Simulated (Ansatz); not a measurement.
# LiBiCl3, from a guessed structure to a relaxed one

Starting from a made-up structure for LiBiCl3, the aim is the relaxed cell, its shortest contacts and, where a second run follows, its electronic structure.

Program: Ansatz 0.2.0. Level of theory: DFT, PBE, plane-wave PAW, files of the set soft_1, scalar-relativistic, no spin, cell and ions relaxed at zero pressure; PAW set soft_1, in the first sound run; inputs show where later runs differ. Results are calculated unless marked as measured.

## 1. Set-up

It takes space group Pm-3m (No. 221, cubic). The conventional cell has a = 5.093 Å, b = 5.093 Å, c = 5.093 Å, α = 90.00°, β = 90.00°, γ = 90.00°. Nearest to Bi lie 6 Cl at 2.55 Å. Nearest to Cl lie 2 Bi at 2.55 Å. Nearest to Li lie 12 Cl at 3.60 Å. Farther neighbours and most contacts between anions are not listed.

## 2. Relaxing cell and atoms

The guess takes its coordinates from another compound and its volume from a rule, so the cell and any free coordinates are relaxed together.

The input, input.yaml:

```yaml
crystal:
  lattice:
    - [5.093, 0.0, 0.0]
    - [0.0, 5.093, 0.0]
    - [0.0, 0.0, 5.093]
  atoms:
    - { symbol: Bi, position: [0.5, 0.5, 0.5] }
    - { symbol: Cl, position: [0.0, 0.5, 0.5] }
    - { symbol: Cl, position: [0.5, 0.0, 0.5] }
    - { symbol: Cl, position: [0.5, 0.5, 0.0] }
    - { symbol: Li, position: [0.0, 0.0, 0.0] }
kpoints:
  mp_grid: { grid: [5, 5, 5] }
scf:
  occupations: { method: fermi_dirac, width: 0.05 }
hamiltonian:
  xc: pbe
  pseudopotentials: { kind: paw, azcp: { folder: soft_1 } }
relax:
  f_tol: 0.015
  max_steps: 70
  cell: {}
output:
  forces: true
  stress: true
```

The run is started by

```sh
$ ansatz run input.yaml --threads 4 --pin off --max-ram 8192MiB --backend cpu --events-out ev --progress --plain --runs-dir out
```

Numbers of over 12 decimals in the logs are rounded to 6 here.

Log:

```text
Engine: ansatz 0.2.0, aarch64-unknown-linux-gnu
Pseudopotentials: kind: paw
Pseudopotential: Bi, paw, valence charge 15, recommended cutoff 420 eV (normal), soft_1/Bi.paw.azcp
Pseudopotential: Cl, paw, valence charge 7, recommended cutoff 420 eV (normal), soft_1/Cl.paw.azcp
Pseudopotential: Li, paw, valence charge 3, recommended cutoff 420 eV (normal), soft_1/Li.paw.azcp
Functional definition: PBE
  parameter kappa = 0.804
  parameter beta = 0.066725
  exchange = pbe_x(kappa = kappa, mu = beta*pi^2/3)
  correlation = pbe_c(beta = beta)
Crystal: 5 atoms, lattice volume = 132.106 Å³
Basis set: ecut = 420 eV, 2553 PW (Γ), exchange–correlation on 72×72×72 points (8 copies of the dense FFT grid, shifted against one another)
Bands: 25, of which v1, the nominal top of the filled ones, is band 20 counted from 1 (19 counted from 0)
Symmetry: 48 space group operations
Space group: Pm-3m (ITA 221), of the structure as read, at distance tolerance 5.1e-5 Å
k-points: 10 of 125
Non-local potential: Bi, projectors of the file, l = 0: 2, l = 1: 2, l = 2: 2, l = 3: 1
Non-local potential: Cl, projectors of the file, l = 0: 2, l = 1: 2, l = 2: 1
Non-local potential: Li, projectors of the file, l = 0: 3, l = 1: 2, l = 2: 1
PAW form: soft (Blöchl's): semilocal exchange-correlation on the pseudo side does not see the compensation charge
PAW one-centre angular grid: Bi, 590 points (default); XC on 64 Gauss nodes
PAW one-centre angular grid: Cl, 110 points (default); XC on 64 Gauss nodes
PAW one-centre angular grid: Li, 110 points (default); XC on 96 Gauss nodes
Initial density: superposition of atomic densities (chi_scale 0.1, normalization cell), built separately for each of the 2 bonded fragments (scf.initial_density.interfragment_charge_transfer: auto; true builds it for the cell as a whole; a typed value also counts as a typed key of the start: scf.initial_density.chi_scale says what that changes, if anything)
Initial wavefunctions: pseudopotential atomic-orbital guess
Functional: x = pbe(κ = 0.804, μ = 0.219515), c = pbe(β = 0.066725)
SCF iter   1: F=—  HF=-15845.606710 eV  |F-HF|=—  |Δ(HF+E_count)|=         —  Δρ=2.74e-2  dr2=2.69e0  ethr=3.10e-3  ⟨swp⟩=7.9  Hψ=1461  notcnv=0
preconditioner: auto → Kerker (q_TF=auto, 2.226 Å⁻¹)  [metal: Δε(μ)=0.027 eV  Ē_g=8.656 eV  σ=0.050 eV  W_gap=0.13  n_scr=26 (ndim 8)  ℏωp=14.8 eV  f_vac=0.003  D(μ)=3.71/eV (n_scr^D=26)]
SCF iter   2: F=—  HF=-15844.977828 eV  |F-HF|=—  |Δ(HF+E_count)|=   6.29e-1  Δρ=1.64e-2  dr2=1.36e0  ethr=3.10e-3  ⟨swp⟩=2.8  Hψ=578  notcnv=0  defer=4
SCF iter   3: F=—  HF=-15844.540192 eV  |F-HF|=—  |Δ(HF+E_count)|=   4.38e-1  Δρ=3.83e-3  dr2=9.03e-2  ethr=3.10e-3  ⟨swp⟩=3.8  Hψ=673  notcnv=0  defer=5
SCF iter   4: F=—  HF=-15844.529764 eV  |F-HF|=—  |Δ(HF+E_count)|=   1.04e-2  Δρ=1.59e-3  dr2=7.43e-3  ethr=2.32e-4  ⟨swp⟩=3.8  Hψ=408  notcnv=0  defer=5
SCF iter   5: F=—  HF=-15844.529501 eV  |F-HF|=—  |Δ(HF+E_count)|=   2.64e-4  Δρ=9.41e-4  dr2=6.21e-3  ethr=1.90e-5  ⟨swp⟩=2.3  Hψ=415  notcnv=0  defer=5
SCF iter   6: F=—  HF=-15844.528468 eV  |F-HF|=—  |Δ(HF+E_count)|=   1.03e-3  Δρ=2.26e-4  dr2=1.90e-4  ethr=1.59e-5  ⟨swp⟩=2.8  Hψ=381  notcnv=0  defer=4
SCF iter   7: F=—  HF=-15844.528495 eV  |F-HF|=—  |Δ(HF+E_count)|=   2.71e-5  Δρ=6.90e-5  dr2=9.25e-6  ethr=4.87e-7  ⟨swp⟩=2.3  Hψ=371  notcnv=0  defer=4
SCF iter   8: F=—  HF=-15844.528604 eV  |F-HF|=—  |Δ(HF+E_count)|=   1.09e-4  Δρ=2.26e-5  dr2=1.96e-6  ethr=2.37e-8  ⟨swp⟩=2.2  Hψ=453  notcnv=0  defer=3
SCF iter   9: F=—  HF=-15844.528605 eV  |F-HF|=—  |Δ(HF+E_count)|=   1.65e-6  Δρ=1.06e-5  dr2=6.76e-7  ethr=5.03e-9  ⟨swp⟩=2.4  Hψ=355  notcnv=0  defer=3
SCF iter  10: F=-15844.528605 eV  HF=-15844.528605 eV  |F-HF|=5.64e-9  |Δ(HF+E_count)|=   1.54e-7  Δρ=2.71e-6  dr2=3.53e-8  ethr=2.56e-10  ⟨swp⟩=3.6  Hψ=1020  notcnv=0
SCF 1 converged in 10 iterations: F = -15844.528605 eV  dr2 = 3.53e-8
  greatest PAW one-centre occupation: 1.000 electrons in one spin orbital (limit 2), on the Li atom at site 4 (counted from 0), in its partial waves of l = 0
relax step   1: F+E_penalty+E_count = -15844.52860544 eV  Δ(F+E_penalty+E_count) = +0.000e0 eV  max|allowed force component| = 6.640e-30 eV/Å  Δτ_max = 0.0000 Å  P = +13.767 GPa  Ω = 132.106 Å³  (10 SCF iters, dr2 threshold 1.00e-7 eV, accepted)
Crystal: 5 atoms, lattice volume = 152.383 Å³
Basis set: ecut = 420 eV, 2945 PW (Γ), exchange–correlation on 72×72×72 points (8 copies of the dense FFT grid, shifted against one another)
Initial density: handed on by an earlier stage of this run
Initial wavefunctions: those handed on with the density
iter 1 solved again at ethr=1.56e-4 eV; its pass at ethr=3.10e-3 eV (dr2=6.08e-2 eV) is discarded
SCF iter   1: F=—  HF=-15845.718068 eV  |F-HF|=—  |Δ(HF+E_count)|=         —  Δρ=3.86e-3  dr2=5.91e-2  ethr=1.56e-4  ⟨swp⟩=1.2  Hψ=1680  notcnv=0
preconditioner: auto → LDOS  [metal: Δε(μ)=0.118 eV  Ē_g=7.827 eV  σ=0.050 eV  W_gap=0.49  n_scr=26 (ndim 8)  ℏωp=13.8 eV  f_vac=0.174  D(μ)=3.63/eV (n_scr^D=26)  β→1.0]
SCF iter   2: F=—  HF=-15845.700827 eV  |F-HF|=—  |Δ(HF+E_count)|=   1.72e-2  Δρ=1.89e-3  dr2=6.68e-3  ethr=1.51e-4  ⟨swp⟩=2.8  Hψ=508  notcnv=0
SCF iter   3: F=—  HF=-15845.703755 eV  |F-HF|=—  |Δ(HF+E_count)|=   2.93e-3  Δρ=9.95e-4  dr2=1.78e-3  ethr=1.71e-5  ⟨swp⟩=2.0  Hψ=490  notcnv=0
SCF iter   4: F=—  HF=-15845.703129 eV  |F-HF|=—  |Δ(HF+E_count)|=   6.26e-4  Δρ=2.08e-4  dr2=5.67e-5  ethr=4.57e-6  ⟨swp⟩=2.0  Hψ=435  notcnv=0
SCF iter   5: F=—  HF=-15845.703244 eV  |F-HF|=—  |Δ(HF+E_count)|=   1.15e-4  Δρ=2.59e-5  dr2=8.84e-7  ethr=1.45e-7  ⟨swp⟩=2.3  Hψ=435  notcnv=0
SCF iter   6: F=-15845.703244 eV  HF=-15845.703244 eV  |F-HF|=4.07e-10  |Δ(HF+E_count)|=   7.53e-7  Δρ=5.51e-6  dr2=7.42e-8  ethr=1.28e-9  ⟨swp⟩=4.9  Hψ=937  notcnv=0
SCF 2 converged in 6 iterations: F = -15845.703244 eV  dr2 = 7.42e-8
relax step   2: F+E_penalty+E_count = -15845.70324435 eV  Δ(F+E_penalty+E_count) = -1.175e0 eV  max|allowed force component| = 6.840e-30 eV/Å  Δτ_max = 0.0000 Å  P = +5.603 GPa  Ω = 152.383 Å³  energy of the carried Pulay correction = -1.078e-3 eV  (6 SCF iters, dr2 threshold 5.00e-7 eV, accepted)
Crystal: 5 atoms, lattice volume = 170.259 Å³
Basis set: ecut = 420 eV, 3287 PW (Γ), exchange–correlation on 72×72×72 points (8 copies of the dense FFT grid, shifted against one another)
iter 1 solved again at ethr=9.65e-5 eV; its pass at ethr=3.10e-3 eV (dr2=3.76e-2 eV) is discarded
SCF iter   1: F=—  HF=-15846.096456 eV  |F-HF|=—  |Δ(HF+E_count)|=         —  Δρ=2.90e-3  dr2=3.73e-2  ethr=9.65e-5  ⟨swp⟩=1.4  Hψ=1695  notcnv=0
preconditioner: auto → LDOS  [metal: Δε(μ)=0.074 eV  Ē_g=7.300 eV  σ=0.050 eV  W_gap=0.33  n_scr=26 (ndim 8)  ℏωp=13.0 eV  f_vac=0.249  D(μ)=4.01/eV (n_scr^D=26)  β→1.0]
SCF iter   2: F=—  HF=-15846.084008 eV  |F-HF|=—  |Δ(HF+E_count)|=   1.24e-2  Δρ=1.59e-3  dr2=5.90e-3  ethr=9.56e-5  ⟨swp⟩=2.0  Hψ=490  notcnv=0
SCF iter   3: F=—  HF=-15846.085062 eV  |F-HF|=—  |Δ(HF+E_count)|=   1.05e-3  Δρ=8.75e-4  dr2=2.36e-3  ethr=1.51e-5  ⟨swp⟩=2.0  Hψ=490  notcnv=0
SCF iter   4: F=—  HF=-15846.084419 eV  |F-HF|=—  |Δ(HF+E_count)|=   6.43e-4  Δρ=3.13e-4  dr2=2.40e-4  ethr=6.05e-6  ⟨swp⟩=2.0  Hψ=416  notcnv=0
SCF iter   5: F=—  HF=-15846.084370 eV  |F-HF|=—  |Δ(HF+E_count)|=   4.92e-5  Δρ=5.15e-5  dr2=8.29e-6  ethr=6.14e-7  ⟨swp⟩=2.2  Hψ=382  notcnv=0
SCF iter   6: F=—  HF=-15846.084371 eV  |F-HF|=—  |Δ(HF+E_count)|=   7.63e-7  Δρ=1.38e-5  dr2=5.30e-7  ethr=2.12e-8  ⟨swp⟩=2.0  Hψ=450  notcnv=0
SCF iter   7: F=-15846.084371 eV  HF=-15846.084371 eV  |F-HF|=1.02e-8  |Δ(HF+E_count)|=   1.93e-7  Δρ=2.00e-6  dr2=9.62e-9  ethr=1.28e-9  ⟨swp⟩=4.4  Hψ=824  notcnv=0
SCF 3 converged in 7 iterations: F = -15846.084371 eV  dr2 = 9.62e-9
relax step   3: F+E_penalty+E_count = -15846.08437084 eV  Δ(F+E_penalty+E_count) = -3.811e-1 eV  max|allowed force component| = 1.049e-29 eV/Å  Δτ_max = 0.0000 Å  P = +1.550 GPa  Ω = 170.259 Å³  energy of the carried Pulay correction = -1.909e-3 eV  (7 SCF iters, dr2 threshold 5.00e-7 eV, accepted)
Crystal: 5 atoms, lattice volume = 178.248 Å³
Basis set: ecut = 420 eV, 3431 PW (Γ), exchange–correlation on 72×72×72 points (8 copies of the dense FFT grid, shifted against one another)
iter 1 solved again at ethr=2.21e-5 eV; its pass at ethr=3.10e-3 eV (dr2=8.64e-3 eV) is discarded
SCF iter   1: F=—  HF=-15846.131703 eV  |F-HF|=—  |Δ(HF+E_count)|=         —  Δρ=1.29e-3  dr2=8.61e-3  ethr=2.21e-5  ⟨swp⟩=2.1  Hψ=1568  notcnv=0
preconditioner: auto → LDOS  [metal: Δε(μ)=0.071 eV  Ē_g=9.557 eV  σ=0.050 eV  W_gap=0.33  n_scr=26 (ndim 8)  ℏωp=14.4 eV  f_vac=0.266  D(μ)=4.20/eV (n_scr^D=26)  β→1.0]
SCF iter   2: F=—  HF=-15846.128801 eV  |F-HF|=—  |Δ(HF+E_count)|=   2.90e-3  Δρ=8.08e-4  dr2=2.16e-3  ethr=2.21e-5  ⟨swp⟩=2.3  Hψ=406  notcnv=0
SCF iter   3: F=—  HF=-15846.128683 eV  |F-HF|=—  |Δ(HF+E_count)|=   1.18e-4  Δρ=4.82e-4  dr2=8.01e-4  ethr=5.53e-6  ⟨swp⟩=2.1  Hψ=313  notcnv=0
SCF iter   4: F=—  HF=-15846.128445 eV  |F-HF|=—  |Δ(HF+E_count)|=   2.38e-4  Δρ=1.40e-4  dr2=3.25e-5  ethr=2.05e-6  ⟨swp⟩=2.0  Hψ=412  notcnv=0
SCF iter   5: F=—  HF=-15846.128376 eV  |F-HF|=—  |Δ(HF+E_count)|=   6.89e-5  Δρ=1.47e-5  dr2=2.78e-7  ethr=1.28e-9  ⟨swp⟩=4.0  Hψ=1232  notcnv=0
SCF iter   6: F=-15846.128376 eV  HF=-15846.128376 eV  |F-HF|=9.11e-9  |Δ(HF+E_count)|=   4.00e-7  Δρ=4.09e-6  dr2=3.83e-8  ethr=7.14e-10  ⟨swp⟩=2.5  Hψ=952  notcnv=0
SCF 4 converged in 6 iterations: F = -15846.128376 eV  dr2 = 3.83e-8
  greatest PAW one-centre occupation: 0.999 electrons in one spin orbital (limit 2), on the Li atom at site 4 (counted from 0), in its partial waves of l = 0
relax step   4: F+E_penalty+E_count = -15846.12837615 eV  Δ(F+E_penalty+E_count) = -4.401e-2 eV  max|allowed force component| = 8.416e-29 eV/Å  Δτ_max = 0.0000 Å  P = +0.273 GPa  Ω = 178.248 Å³  energy of the carried Pulay correction = -2.250e-3 eV  (6 SCF iters, dr2 threshold 5.00e-7 eV, accepted)
Crystal: 5 atoms, lattice volume = 180.207 Å³
Basis set: ecut = 420 eV, 3575 PW (Γ), exchange–correlation on 72×72×72 points (8 copies of the dense FFT grid, shifted against one another)
iter 1 solved again at ethr=1.83e-6 eV; its pass at ethr=3.10e-3 eV (dr2=7.15e-4 eV) is discarded
SCF iter   1: F=—  HF=-15846.130221 eV  |F-HF|=—  |Δ(HF+E_count)|=         —  Δρ=3.13e-4  dr2=5.35e-4  ethr=1.83e-6  ⟨swp⟩=2.1  Hψ=1405  notcnv=0
preconditioner: auto → LDOS  [metal: Δε(μ)=0.073 eV  Ē_g=9.530 eV  σ=0.050 eV  W_gap=0.33  n_scr=26 (ndim 8)  ℏωp=14.4 eV  f_vac=0.267  D(μ)=4.23/eV (n_scr^D=26)  β→1.0]
SCF iter   2: F=—  HF=-15846.130041 eV  |F-HF|=—  |Δ(HF+E_count)|=   1.80e-4  Δρ=2.06e-4  dr2=1.49e-4  ethr=1.37e-6  ⟨swp⟩=2.3  Hψ=379  notcnv=0
SCF iter   3: F=—  HF=-15846.129943 eV  |F-HF|=—  |Δ(HF+E_count)|=   9.77e-5  Δρ=1.23e-4  dr2=5.08e-5  ethr=3.82e-7  ⟨swp⟩=2.3  Hψ=354  notcnv=0
SCF iter   4: F=—  HF=-15846.129928 eV  |F-HF|=—  |Δ(HF+E_count)|=   1.55e-5  Δρ=3.47e-5  dr2=1.75e-6  ethr=1.30e-7  ⟨swp⟩=2.0  Hψ=412  notcnv=0
SCF iter   5: F=-15846.129929 eV  HF=-15846.129929 eV  |F-HF|=1.69e-8  |Δ(HF+E_count)|=   1.36e-6  Δρ=3.18e-6  dr2=1.35e-8  ethr=4.77e-10  ⟨swp⟩=3.3  Hψ=1047  notcnv=0
SCF 5 converged in 5 iterations: F = -15846.129929 eV  dr2 = 1.35e-8
relax step   5: F+E_penalty+E_count = -15846.12992935 eV  Δ(F+E_penalty+E_count) = -1.553e-3 eV  max|allowed force component| = 1.169e-29 eV/Å  Δτ_max = 0.0000 Å  P = -0.003 GPa  Ω = 180.207 Å³  energy of the carried Pulay correction = -2.331e-3 eV  (5 SCF iters, dr2 threshold 1.86e-7 eV, accepted)
Basis set: ecut = 420 eV, 3575 PW (Γ), exchange–correlation on 80×80×80 points (8 copies of the dense FFT grid, shifted against one another)
Initial wavefunctions: pseudopotential atomic-orbital guess (no wavefunctions were taken with the density)
iter 1 solved again at ethr=2.77e-7 eV; its pass at ethr=3.10e-3 eV (dr2=1.08e-4 eV) is discarded
SCF iter   1: F=—  HF=-15846.128013 eV  |F-HF|=—  |Δ(HF+E_count)|=         —  Δρ=3.52e-4  dr2=3.10e-5  ethr=2.77e-7  ⟨swp⟩=3.6  Hψ=2134  notcnv=0
preconditioner: auto → LDOS  [metal: Δε(μ)=0.072 eV  Ē_g=9.499 eV  σ=0.050 eV  W_gap=0.33  n_scr=26 (ndim 8)  ℏωp=14.4 eV  f_vac=0.269  D(μ)=4.24/eV (n_scr^D=26)  β→1.0]
SCF iter   2: F=—  HF=-15846.134335 eV  |F-HF|=—  |Δ(HF+E_count)|=   6.32e-3  Δρ=6.68e-5  dr2=2.54e-5  ethr=7.96e-8  ⟨swp⟩=2.3  Hψ=507  notcnv=0
SCF iter   3: F=—  HF=-15846.134230 eV  |F-HF|=—  |Δ(HF+E_count)|=   1.04e-4  Δρ=3.98e-5  dr2=6.12e-6  ethr=6.52e-8  ⟨swp⟩=2.0  Hψ=451  notcnv=0
SCF iter   4: F=—  HF=-15846.134334 eV  |F-HF|=—  |Δ(HF+E_count)|=   1.04e-4  Δρ=1.05e-5  dr2=2.46e-7  ethr=1.57e-8  ⟨swp⟩=2.0  Hψ=447  notcnv=0
SCF iter   5: F=—  HF=-15846.134344 eV  |F-HF|=—  |Δ(HF+E_count)|=   9.14e-6  Δρ=3.92e-6  dr2=4.15e-8  ethr=6.30e-10  ⟨swp⟩=2.0  Hψ=448  notcnv=0
SCF iter   6: F=—  HF=-15846.134344 eV  |F-HF|=—  |Δ(HF+E_count)|=   8.46e-8  Δρ=1.82e-6  dr2=2.27e-8  ethr=1.06e-10  ⟨swp⟩=2.0  Hψ=438  notcnv=0
SCF iter   7: F=—  HF=-15846.134344 eV  |F-HF|=—  |Δ(HF+E_count)|=   1.48e-9  Δρ=7.02e-7  dr2=2.93e-9  ethr=5.83e-11  ⟨swp⟩=2.7  Hψ=430  notcnv=0
SCF iter   8: F=—  HF=-15846.134344 eV  |F-HF|=—  |Δ(HF+E_count)|=   1.08e-9  Δρ=1.30e-7  dr2=1.37e-10  ethr=7.51e-12  ⟨swp⟩=2.0  Hψ=401  notcnv=0
SCF iter   9: F=-15846.134344 eV  HF=-15846.134344 eV  |F-HF|=9.09e-12  |Δ(HF+E_count)|=  9.46e-11  Δρ=5.55e-8  dr2=1.94e-11  ethr=1.00e-12  ⟨swp⟩=4.7  Hψ=816  notcnv=0
SCF 6 converged in 9 iterations: F = -15846.134344 eV  dr2 = 1.94e-11
relax step   6: F+E_penalty+E_count = -15846.13434371 eV  Δ(F+E_penalty+E_count) = -4.414e-3 eV  max|allowed force component| = 2.999e-29 eV/Å  Δτ_max = 0.0000 Å  P = +0.028 GPa  Ω = 180.207 Å³  stress off target by 2.78e-2 GPa  SCF on the basis re-selected at this cell (its energy is not comparable with the rows above)  (9 SCF iters)
basis re-selected at this cell: Δ(F+E_penalty+E_count) = -4.414e-3 eV, ΔP = +0.031 GPa vs the last step (what re-selecting the basis moved, of the pressure what is left beyond the Pulay correction that the steps carried, after the strain that the cell walked since its last selection, with what the two solves' SCF thresholds leave and, on support functions, any second-order correction that the steps lacked; it is no measure of the basis error at this ecutwfc). The dense FFT grid was sized anew with the basis: this SCF ran on 40×40×40 points, the steps before it on 36×36×36, so part of this shift can come from that change (see relax.cell in the input reference). [rest of the remark cut]
SCF converged after 9 iterations
Free energy (F): -15846.134344 eV
Harris-Foulkes:  -15846.134344 eV  (|F-HF|=9.09e-12)
Internal energy: -15846.100660 eV  (E = F + TS)
E sigma→0 (E₀):  -15846.117502 eV
Entropy (-TS):   -0.033684 eV (-6.737 meV/atom)
Fermi energy:    3.808795 eV
--- Per-component energies (eV) ---
  E_band       = -397.769435
  E_kinetic    = 722.656494
  E_local      = -3300.698505  (includes V_loc(G=0)·N_el)
  E_nonlocal   = 482.461837
  E_hartree    = 1252.769779
  E_xc         = -482.736070
  E_vxc        = -491.312438  (∫ρ·V_xc dr)
  E_paw        = -12661.728859  (= ΣΔE_a)
  E_vpaw       = -316.417354  (= ΣTr[D̂ρ^β])
  E_aug_tail   = 0.000775  (compensation charges beyond the density's cutoff)
  E_ewald      = -1858.826111
  E_smearing   = -0.033684  (= −TS)
  E_closure    = -0.000000  (closes the sum)
  Σ components = -15846.134344   (vs F -15846.134344, Δ=0.00e0)
--- Forces (eV/Å), atoms counted from 1 ---
  atom   1  Bi    -0.00000000     0.00000000     0.00000000
  atom   2  Cl    -0.00000000     0.00000000    -0.00000000
  atom   3  Cl    -0.00000000     0.00000000    -0.00000000
  atom   4  Cl     0.00000000     0.00000000     0.00000000
  atom   5  Li     0.00000000     0.00000000    -0.00000000
  max |Σ_I F_I| component: 3.94e-29 eV/Å
--- Stress (GPa, compression-positive) ---
        0.027791       0.000000      -0.000000
        0.000000       0.027791       0.000000
       -0.000000       0.000000       0.027791
  P = ⅓ Tr σ = 0.0278 GPa (0.278 kbar)
--- Relaxed structure (5 steps of the walk, 5 accepted, 1 SCFs on fresh bases) ---
  F+E_penalty+E_count = -15846.13434371 eV   max|allowed force component| = 2.999e-29 eV/Å   (the final SCF, on the basis selected at the relaxed cell)
  cell:  # Å, volume = 180.2075 Å³
    - [5.648384, 0, 0]
    - [0, 5.648384, 0]
    - [0, 0, 5.648384]
  atoms:
    - { symbol: Bi, position: [0.5, 0.5, 0.5] }
    - { symbol: Cl, position: [0, 0.5, 0.5] }
    - { symbol: Cl, position: [0.5, 0, 0.5] }
    - { symbol: Cl, position: [0.5, 0.5, 0] }
    - { symbol: Li, position: [0, 0, 0] }
```

It took 4.1 s on 4 threads of Arm Neoverse V2, shared host; peak memory 0.44 GiB; 13 s of CPU time.

This run has no spin polarisation although its electron count is odd.

Step by step:

| step | energy less that of the first step (eV) | largest force component (eV/Å) | pressure (GPa) | volume (Å³) |
| --- | --- | --- | --- | --- |
| 1 | 0.0000 | 0.0000 | 13.77 | 132.11 |
| 2 | -1.1746 | 0.0000 | 5.60 | 152.38 |
| 3 | -1.5558 | 0.0000 | 1.55 | 170.26 |
| 4 | -1.5998 | 0.0000 | 0.27 | 178.25 |
| 5 | -1.6013 | 0.0000 | 0.00 | 180.21 |
| 6* | -1.6057 | 0.0000 | 0.03 | 180.21 |

Relaxation steps marked * repeat the geometry before them on a plane-wave basis chosen anew for their cell, so energy and pressure can jump there.

Forces are held to the 48 operations that the run works with; a distortion that breaks them can't arise in this run.

| conventional cell, symmetrised | before | after | change |
| --- | --- | --- | --- |
| a (Å) | 5.093 | 5.648 | +10.9 % |
| b (Å) | 5.093 | 5.648 | +10.9 % |
| c (Å) | 5.093 | 5.648 | +10.9 % |
| volume (Å³/atom) | 26.42 | 36.04 | +36.4 % |

Numbers from this step:

* free energy: -15846.1343 eV
* energy at zero smearing: -15846.1175 eV
* smearing term TS: 0.03368 eV
* Fermi energy: 3.809 eV
* electrons: 39
* symmetry operations: 48
* pressure: 0.02779 GPa

Shortest distances by pair of elements, guess and relaxed (not always the same contact):

| pair | guess (Å) | relaxed (Å) |
| --- | --- | --- |
| Bi–Cl | 2.546 | 2.824 |
| Cl–Li | 3.601 | 3.994 |
| Cl–Cl | 3.601 | 3.994 |
| Bi–Li | 4.411 | 4.892 |

The relaxation ends with a pressure of 0.03 GPa.

(Continued in part 2 of 2.)

[Logs are printed without paths, hosts, clocks, repeated set-up lines and the standing remarks that a program may print on its own settings, such as how far it seeks lower states.]

[Hosts, paths, dates, database ids (printed as entryN), source tags and the programs' standing remarks are cut or masked in the printed files.]
